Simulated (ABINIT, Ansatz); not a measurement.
# CaGeS3 (Pm-3m): zone-centre phonons, part 3 of 5

Aim: the zone-centre modes of CaGeS3 (Pm-3m).

ABINIT 10.8.3; DFT PBE, scalar-relativistic, plane waves, SPMS norm-conserving pseudopotentials.

So far. Step 2 (Relaxation): The volume changes by +0.6 % from the cell with which this run began. Step 4 (Zone-centre response): The acoustic modes at Γ come out as far as 4.5 cm⁻¹ from zero, where they should vanish, a small numerical error. The lowest optical mode is imaginary, 127i cm⁻¹, an instability at this level and on this k mesh. The relaxed cell has a = 4.786 Å (conventional setting).

The structure was built from a prototype and need not be the compound's stable phase.

### Step 5. Zone-centre analysis

anaddb reads the merged derivatives and imposes the acoustic sum rule.

File anaddb.abi:

```
ddb_filepath "gamma_DDB"
output_file "anaddb.abo"
outdata_prefix "anaddb"
asr 1
chneut 1
enunit 2
eivec 1
nph1l 1
qph1l 0.0 0.0 0.0 1.0
```

File mrgddb.in:

```
gamma_DDB
merged
2
dfpt_gammao_DDB
gso_DDB
```

Run with:

```console
> mrgddb < mrgddb.in > mrgddb.log
> OMP_NUM_THREADS=1 anaddb anaddb.abi > anaddb.log
```

anaddb.abo, the main output file:

```text
-outvars_anaddb: echo values of input variables ----------------------

 Miscellaneous information :
      enunit         2
       eivec         1
         asr         1
 First list of wavevector (reduced coord.) :
       nph1l         1
       qph1l
                     0.00000000E+00  0.00000000E+00  0.00000000E+00    1.000E+00

================================================================================

 read the DDB information and perform some checks

  ==== Info on the Cryst% object ====
 Real(R)+Recip(G) space primitive vectors, cartesian coordinates (Bohr,Bohr^-1):
 R(1)=  9.0446407  0.0000000  0.0000000  G(1)=  0.1105627  0.0000000  0.0000000
 R(2)=  0.0000000  9.0446407  0.0000000  G(2)=  0.0000000  0.1105627  0.0000000
 R(3)=  0.0000000  0.0000000  9.0446407  G(3)=  0.0000000  0.0000000  0.1105627
 Unit cell volume ucvol=  7.3990158E+02 bohr^3
 Angles (23,13,12)=  9.00000000E+01  9.00000000E+01  9.00000000E+01 degrees
 Time-reversal symmetry is present
 Reduced atomic positions [iatom, xred, symbol]:
    1)    0.0000000  0.0000000  0.0000000  Ca
    2)    0.5000000  0.5000000  0.5000000  Ge
    3)    0.5000000  0.5000000  0.0000000   S
    4)    0.5000000  0.0000000  0.5000000   S
    5)    0.0000000  0.5000000  0.5000000   S

 DDB file with 3 blocks has been read.

================================================================================

 Treat the first list of vectors

  Phonon wavevector (reduced coordinates) :  0.00000  0.00000  0.00000
 Phonon energies in Hartree :
  -5.773922E-04 -5.773922E-04 -5.773922E-04 -4.233638E-04 -4.233638E-04
  -4.233638E-04 -9.007498E-05 -9.007498E-05 -9.007498E-05  1.209283E-08
   1.228040E-08  1.282663E-08  1.267522E-03  1.267522E-03  1.267522E-03
 Phonon energies in meV     :
- -1.571164E+01 -1.571164E+01 -1.571164E+01 -1.152032E+01 -1.152032E+01
- -1.152032E+01 -2.451065E+00 -2.451065E+00 -2.451065E+00  3.290626E-04
-  3.341667E-04  3.490303E-04  3.449102E+01  3.449102E+01  3.449102E+01
 Phonon frequencies in cm-1    :
- -1.267229E+02 -1.267229E+02 -1.267229E+02 -9.291761E+01 -9.291761E+01
- -9.291761E+01 -1.976917E+01 -1.976917E+01 -1.976917E+01  2.654069E-03
-  2.695236E-03  2.815119E-03  2.781889E+02  2.781889E+02  2.781889E+02
 Phonon frequencies in Thz     :
- -3.799058E+00 -3.799058E+00 -3.799058E+00 -2.785600E+00 -2.785600E+00
- -2.785600E+00 -5.926649E-01 -5.926649E-01 -5.926649E-01  7.956698E-05
-  8.080114E-05  8.439515E-05  8.339892E+00  8.339892E+00  8.339892E+00
 Phonon energies in Kelvin  :
- -1.823260E+02 -1.823260E+02 -1.823260E+02 -1.336877E+02 -1.336877E+02
- -1.336877E+02 -2.844343E+01 -2.844343E+01 -2.844343E+01  3.818613E-03
-  3.877843E-03  4.050329E-03  4.002517E+02  4.002517E+02  4.002517E+02

 Eigendisplacements
 (will be given, for each mode : in cartesian coordinates
   for each atom the real part of the displacement vector,
   then the imaginary part of the displacement vector - absolute values smaller than 1.0d-7 are set to zero)
  Mode number    1   Energy   -5.773922E-04
 Attention : low frequency mode.
   (Could be unstable or acoustic mode)
-  1  0.00000000E+00  0.00000000E+00  2.25166059E-03
-     0.00000000E+00  0.00000000E+00  0.00000000E+00
-  2  0.00000000E+00  0.00000000E+00  8.33993748E-04
-     0.00000000E+00  0.00000000E+00  0.00000000E+00
-  3  0.00000000E+00  0.00000000E+00 -4.64773750E-04
-     0.00000000E+00  0.00000000E+00  0.00000000E+00
-  4  0.00000000E+00  0.00000000E+00 -2.11897108E-03
-     0.00000000E+00  0.00000000E+00  0.00000000E+00
-  5  0.00000000E+00  0.00000000E+00 -2.11897108E-03
-     0.00000000E+00  0.00000000E+00  0.00000000E+00
  Mode number    2   Energy   -5.773922E-04
 Attention : low frequency mode.
   (Could be unstable or acoustic mode)
-  1  0.00000000E+00  2.25166059E-03  0.00000000E+00
-     0.00000000E+00  0.00000000E+00  0.00000000E+00
-  2  0.00000000E+00  8.33993748E-04  0.00000000E+00
-     0.00000000E+00  0.00000000E+00  0.00000000E+00
-  3  0.00000000E+00 -2.11897108E-03  0.00000000E+00
-     0.00000000E+00  0.00000000E+00  0.00000000E+00
-  4  0.00000000E+00 -4.64773750E-04  0.00000000E+00
-     0.00000000E+00  0.00000000E+00  0.00000000E+00
-  5  0.00000000E+00 -2.11897108E-03  0.00000000E+00
-     0.00000000E+00  0.00000000E+00  0.00000000E+00
  Mode number    3   Energy   -5.773922E-04
 Attention : low frequency mode.
   (Could be unstable or acoustic mode)
-  1  2.25166059E-03  0.00000000E+00  0.00000000E+00
-     0.00000000E+00  0.00000000E+00  0.00000000E+00
-  2  8.33993748E-04  0.00000000E+00  0.00000000E+00
-     0.00000000E+00  0.00000000E+00  0.00000000E+00
-  3 -2.11897108E-03  0.00000000E+00  0.00000000E+00
-     0.00000000E+00  0.00000000E+00  0.00000000E+00
-  4 -2.11897108E-03  0.00000000E+00  0.00000000E+00
-     0.00000000E+00  0.00000000E+00  0.00000000E+00
-  5 -4.64773750E-04  0.00000000E+00  0.00000000E+00
-     0.00000000E+00  0.00000000E+00  0.00000000E+00
  Mode number    4   Energy   -4.233638E-04
 Attention : low frequency mode.
   (Could be unstable or acoustic mode)
-  1  0.00000000E+00  0.00000000E+00  0.00000000E+00
-     0.00000000E+00  0.00000000E+00  0.00000000E+00
-  2  0.00000000E+00  0.00000000E+00  0.00000000E+00
-     0.00000000E+00  0.00000000E+00  0.00000000E+00
-  3  0.00000000E+00  0.00000000E+00  0.00000000E+00
-     0.00000000E+00  0.00000000E+00  0.00000000E+00
-  4  0.00000000E+00  0.00000000E+00 -2.92470830E-03
-     0.00000000E+00  0.00000000E+00  0.00000000E+00
-  5  0.00000000E+00  0.00000000E+00  2.92470830E-03
-     0.00000000E+00  0.00000000E+00  0.00000000E+00
  Mode number    5   Energy   -4.233638E-04
 Attention : low frequency mode.
   (Could be unstable or acoustic mode)
-  1  0.00000000E+00  0.00000000E+00  0.00000000E+00
-     0.00000000E+00  0.00000000E+00  0.00000000E+00
-  2  0.00000000E+00  0.00000000E+00  0.00000000E+00
-     0.00000000E+00  0.00000000E+00  0.00000000E+00
-  3  0.00000000E+00 -2.92470830E-03  0.00000000E+00
-     0.00000000E+00  0.00000000E+00  0.00000000E+00
-  4  0.00000000E+00  0.00000000E+00  0.00000000E+00
-     0.00000000E+00  0.00000000E+00  0.00000000E+00
-  5  0.00000000E+00  2.92470830E-03  0.00000000E+00
-     0.00000000E+00  0.00000000E+00  0.00000000E+00
  Mode number    6   Energy   -4.233638E-04
 Attention : low frequency mode.
   (Could be unstable or acoustic mode)
-  1  0.00000000E+00  0.00000000E+00  0.00000000E+00
-     0.00000000E+00  0.00000000E+00  0.00000000E+00
-  2  0.00000000E+00  0.00000000E+00  0.00000000E+00
-     0.00000000E+00  0.00000000E+00  0.00000000E+00
-  3  2.92470830E-03  0.00000000E+00  0.00000000E+00
-     0.00000000E+00  0.00000000E+00  0.00000000E+00
-  4 -2.92470830E-03  0.00000000E+00  0.00000000E+00
-     0.00000000E+00  0.00000000E+00  0.00000000E+00
-  5  0.00000000E+00  0.00000000E+00  0.00000000E+00
-     0.00000000E+00  0.00000000E+00  0.00000000E+00
  Mode number    7   Energy   -9.007498E-05
 Attention : low frequency mode.
   (Could be unstable or acoustic mode)
-  1  0.00000000E+00  0.00000000E+00  2.44162530E-03
-     0.00000000E+00  0.00000000E+00  0.00000000E+00
-  2  0.00000000E+00  0.00000000E+00 -1.89993915E-03
-     0.00000000E+00  0.00000000E+00  0.00000000E+00
-  3  0.00000000E+00  0.00000000E+00 -3.84737269E-04
-     0.00000000E+00  0.00000000E+00  0.00000000E+00
-  4  0.00000000E+00  0.00000000E+00  8.16945916E-04
-     0.00000000E+00  0.00000000E+00  0.00000000E+00
-  5  0.00000000E+00  0.00000000E+00  8.16945916E-04
-     0.00000000E+00  0.00000000E+00  0.00000000E+00
  Mode number    8   Energy   -9.007498E-05
 Attention : low frequency mode.
   (Could be unstable or acoustic mode)
-  1  0.00000000E+00 -2.44162530E-03  0.00000000E+00
-     0.00000000E+00  0.00000000E+00  0.00000000E+00
-  2  0.00000000E+00  1.89993915E-03  0.00000000E+00
-     0.00000000E+00  0.00000000E+00  0.00000000E+00
-  3  0.00000000E+00 -8.16945916E-04  0.00000000E+00
-     0.00000000E+00  0.00000000E+00  0.00000000E+00
-  4  0.00000000E+00  3.84737269E-04  0.00000000E+00
-     0.00000000E+00  0.00000000E+00  0.00000000E+00
-  5  0.00000000E+00 -8.16945916E-04  0.00000000E+00
-     0.00000000E+00  0.00000000E+00  0.00000000E+00
  Mode number    9   Energy   -9.007498E-05
 Attention : low frequency mode.
   (Could be unstable or acoustic mode)
-  1  2.44162530E-03  0.00000000E+00  0.00000000E+00
-     0.00000000E+00  0.00000000E+00  0.00000000E+00
-  2 -1.89993915E-03  0.00000000E+00  0.00000000E+00
-     0.00000000E+00  0.00000000E+00  0.00000000E+00
-  3  8.16945916E-04  0.00000000E+00  0.00000000E+00
-     0.00000000E+00  0.00000000E+00  0.00000000E+00
-  4  8.16945916E-04  0.00000000E+00  0.00000000E+00
-     0.00000000E+00  0.00000000E+00  0.00000000E+00
-  5 -3.84737269E-04  0.00000000E+00  0.00000000E+00
-     0.00000000E+00  0.00000000E+00  0.00000000E+00
  Mode number   10   Energy    1.209283E-08
 Attention : low frequency mode.
   (Could be unstable or acoustic mode)
-  1  0.00000000E+00  0.00000000E+00 -1.62086925E-03
-     0.00000000E+00  0.00000000E+00  0.00000000E+00
-  2  0.00000000E+00  0.00000000E+00 -1.62031337E-03
-     0.00000000E+00  0.00000000E+00  0.00000000E+00
-  3  0.00000000E+00  0.00000000E+00 -1.62050870E-03
-     0.00000000E+00  0.00000000E+00  0.00000000E+00
-  4  0.00000000E+00  0.00000000E+00 -1.62067362E-03
-     0.00000000E+00  0.00000000E+00  0.00000000E+00
-  5  0.00000000E+00  0.00000000E+00 -1.62067362E-03
-     0.00000000E+00  0.00000000E+00  0.00000000E+00
  Mode number   11   Energy    1.228040E-08
 Attention : low frequency mode.
   (Could be unstable or acoustic mode)
-  1  0.00000000E+00 -1.62086925E-03  0.00000000E+00
-     0.00000000E+00  0.00000000E+00  0.00000000E+00
-  2  0.00000000E+00 -1.62031337E-03  0.00000000E+00
-     0.00000000E+00  0.00000000E+00  0.00000000E+00
-  3  0.00000000E+00 -1.62067362E-03  0.00000000E+00
-     0.00000000E+00  0.00000000E+00  0.00000000E+00
-  4  0.00000000E+00 -1.62050870E-03  0.00000000E+00
-     0.00000000E+00  0.00000000E+00  0.00000000E+00
-  5  0.00000000E+00 -1.62067362E-03  0.00000000E+00
-     0.00000000E+00  0.00000000E+00  0.00000000E+00
  Mode number   12   Energy    1.282663E-08
 Attention : low frequency mode.
   (Could be unstable or acoustic mode)
-  1  1.62086925E-03  0.00000000E+00  0.00000000E+00
-     0.00000000E+00  0.00000000E+00  0.00000000E+00
-  2  1.62031337E-03  0.00000000E+00  0.00000000E+00
-     0.00000000E+00  0.00000000E+00  0.00000000E+00
-  3  1.62067362E-03  0.00000000E+00  0.00000000E+00
-     0.00000000E+00  0.00000000E+00  0.00000000E+00
-  4  1.62067362E-03  0.00000000E+00  0.00000000E+00
-     0.00000000E+00  0.00000000E+00  0.00000000E+00
-  5  1.62050870E-03  0.00000000E+00  0.00000000E+00
-     0.00000000E+00  0.00000000E+00  0.00000000E+00
  Mode number   13   Energy    1.267522E-03
-  1  0.00000000E+00  0.00000000E+00  1.70528189E-04
-     0.00000000E+00  0.00000000E+00  0.00000000E+00
-  2  0.00000000E+00  0.00000000E+00  7.90206739E-04
-     0.00000000E+00  0.00000000E+00  0.00000000E+00
-  3  0.00000000E+00  0.00000000E+00 -3.75735963E-03
-     0.00000000E+00  0.00000000E+00  0.00000000E+00
-  4  0.00000000E+00  0.00000000E+00  8.77437513E-04
-     0.00000000E+00  0.00000000E+00  0.00000000E+00
-  5  0.00000000E+00  0.00000000E+00  8.77437513E-04
-     0.00000000E+00  0.00000000E+00  0.00000000E+00
  Mode number   14   Energy    1.267522E-03
-  1  0.00000000E+00 -1.70528189E-04  0.00000000E+00
-     0.00000000E+00  0.00000000E+00  0.00000000E+00
-  2  0.00000000E+00 -7.90206739E-04  0.00000000E+00
-     0.00000000E+00  0.00000000E+00  0.00000000E+00
-  3  0.00000000E+00 -8.77437513E-04  0.00000000E+00
-     0.00000000E+00  0.00000000E+00  0.00000000E+00
-  4  0.00000000E+00  3.75735963E-03  0.00000000E+00
-     0.00000000E+00  0.00000000E+00  0.00000000E+00
-  5  0.00000000E+00 -8.77437513E-04  0.00000000E+00
-     0.00000000E+00  0.00000000E+00  0.00000000E+00
  Mode number   15   Energy    1.267522E-03
-  1  1.70528189E-04  0.00000000E+00  0.00000000E+00
-     0.00000000E+00  0.00000000E+00  0.00000000E+00
-  2  7.90206739E-04  0.00000000E+00  0.00000000E+00
-     0.00000000E+00  0.00000000E+00  0.00000000E+00
-  3  8.77437513E-04  0.00000000E+00  0.00000000E+00
-     0.00000000E+00  0.00000000E+00  0.00000000E+00
-  4  8.77437513E-04  0.00000000E+00  0.00000000E+00
-     0.00000000E+00  0.00000000E+00  0.00000000E+00
-  5 -3.75735963E-03  0.00000000E+00  0.00000000E+00
-     0.00000000E+00  0.00000000E+00  0.00000000E+00

 Analysis of degeneracies and characters (maximum tolerance=1.00E-06 a.u.)
 For each vibration mode, or group of modes if degenerate,
 the characters are given for each symmetry operation (see the list in the log file).
 Symmetry characters of vibration mode #   1
       degenerate with vibration modes #   2 to    3
  3.0 -3.0 -1.0  1.0 -1.0  1.0 -1.0  1.0  1.0 -1.0 -1.0  1.0  1.0 -1.0 -1.0  1.0
  0.0 -0.0  0.0 -0.0 -0.0  0.0 -0.0  0.0  1.0 -1.0 -1.0  1.0 -1.0  1.0  1.0 -1.0
  0.0 -0.0 -0.0  0.0 -0.0  0.0  0.0 -0.0  1.0 -1.0  1.0 -1.0 -1.0  1.0 -1.0  1.0
 Symmetry characters of vibration mode #   4
       degenerate with vibration modes #   5 to    6
  3.0 -3.0 -1.0  1.0 -1.0  1.0 -1.0  1.0 -1.0  1.0  1.0 -1.0 -1.0  1.0  1.0 -1.0
 -0.0  0.0  0.0 -0.0 -0.0  0.0  0.0 -0.0 -1.0  1.0  1.0 -1.0  1.0 -1.0 -1.0  1.0
 -0.0  0.0 -0.0  0.0  0.0 -0.0  0.0 -0.0 -1.0  1.0 -1.0  1.0  1.0 -1.0  1.0 -1.0
 Symmetry characters of vibration mode #   7
       degenerate with vibration modes #   8 to    9
  3.0 -3.0 -1.0  1.0 -1.0  1.0 -1.0  1.0  1.0 -1.0 -1.0  1.0  1.0 -1.0 -1.0  1.0
 -0.0  0.0 -0.0  0.0  0.0 -0.0  0.0 -0.0  1.0 -1.0 -1.0  1.0 -1.0  1.0  1.0 -1.0
 -0.0  0.0  0.0 -0.0  0.0 -0.0 -0.0  0.0  1.0 -1.0  1.0 -1.0 -1.0  1.0 -1.0  1.0
 Symmetry characters of vibration mode #  10
       degenerate with vibration modes #  11 to   12
  3.0 -3.0 -1.0  1.0 -1.0  1.0 -1.0  1.0  1.0 -1.0 -1.0  1.0  1.0 -1.0 -1.0  1.0
  0.0 -0.0  0.0 -0.0 -0.0  0.0 -0.0  0.0  1.0 -1.0 -1.0  1.0 -1.0  1.0  1.0 -1.0
  0.0 -0.0 -0.0  0.0 -0.0  0.0  0.0 -0.0  1.0 -1.0  1.0 -1.0 -1.0  1.0 -1.0  1.0
 Symmetry characters of vibration mode #  13
       degenerate with vibration modes #  14 to   15
  3.0 -3.0 -1.0  1.0 -1.0  1.0 -1.0  1.0  1.0 -1.0 -1.0  1.0  1.0 -1.0 -1.0  1.0
 -0.0  0.0 -0.0  0.0  0.0 -0.0  0.0 -0.0  1.0 -1.0 -1.0  1.0 -1.0  1.0  1.0 -1.0
 -0.0  0.0  0.0 -0.0  0.0 -0.0 -0.0  0.0  1.0 -1.0  1.0 -1.0 -1.0  1.0 -1.0  1.0
-
```

Run time: 0.49 s. Hardware: 1 thread of Arm Neoverse V1, shared host.

Read from the output:

| Property | Result |
| --- | --- |
| lowest optical zone-centre mode | -126.7 cm⁻¹ |

No LO-TO term; unit eigenvectors of the mass-weighted matrix, from anaddb's displacements. The modes at Γ (shares of kinetic energy by element, %) (negative means imaginary):

```csv
mode,frequency (cm⁻¹),symmetry,Ca %,Ge %,S %
1,-126.7,T1u,37,9,54
2,-126.7,T1u,37,9,54
3,-126.7,T1u,37,9,54
4,-92.9,T2u,0,0,100
5,-92.9,T2u,0,0,100
6,-92.9,T2u,0,0,100
7,-19.8,T1u,44,48,9
8,-19.8,T1u,44,48,9
9,-19.8,T1u,44,48,9
10,0.0,acoustic,19,35,46
11,0.0,acoustic,19,35,46
12,0.0,acoustic,19,35,46
13,278.2,T1u,0,8,92
14,278.2,T1u,0,8,92
15,278.2,T1u,0,8,92
```

Displacements in mode 1 (-126.7 cm⁻¹), the largest set to 1:
```
Ca1  0.00  0.00  1.00
Ge2  0.00  0.00  0.37
S3   0.00  0.00 -0.21
S4   0.00  0.00 -0.94
S5   0.00  0.00 -0.94
```

Displacements in mode 4 (-92.9 cm⁻¹), the largest set to 1:
```
Ca1  0.00  0.00  0.00
Ge2  0.00  0.00  0.00
S3   0.00  0.00  0.00
S4   0.00  0.00 -1.00
S5   0.00  0.00  1.00
```

The rule also moves an optical mode by 0.9 cm⁻¹.

[end of part 3 of 5]

[Host names and launcher messages were left out of these logs when they were recorded.]

[Logs are printed without paths, hosts, clocks, repeated set-up lines and the standing remarks that a program may print on its own settings, such as how far it seeks lower states.]

[Hosts, paths, dates, database ids (printed as entryN), source tags and the programs' standing remarks are cut or masked in the printed files.]
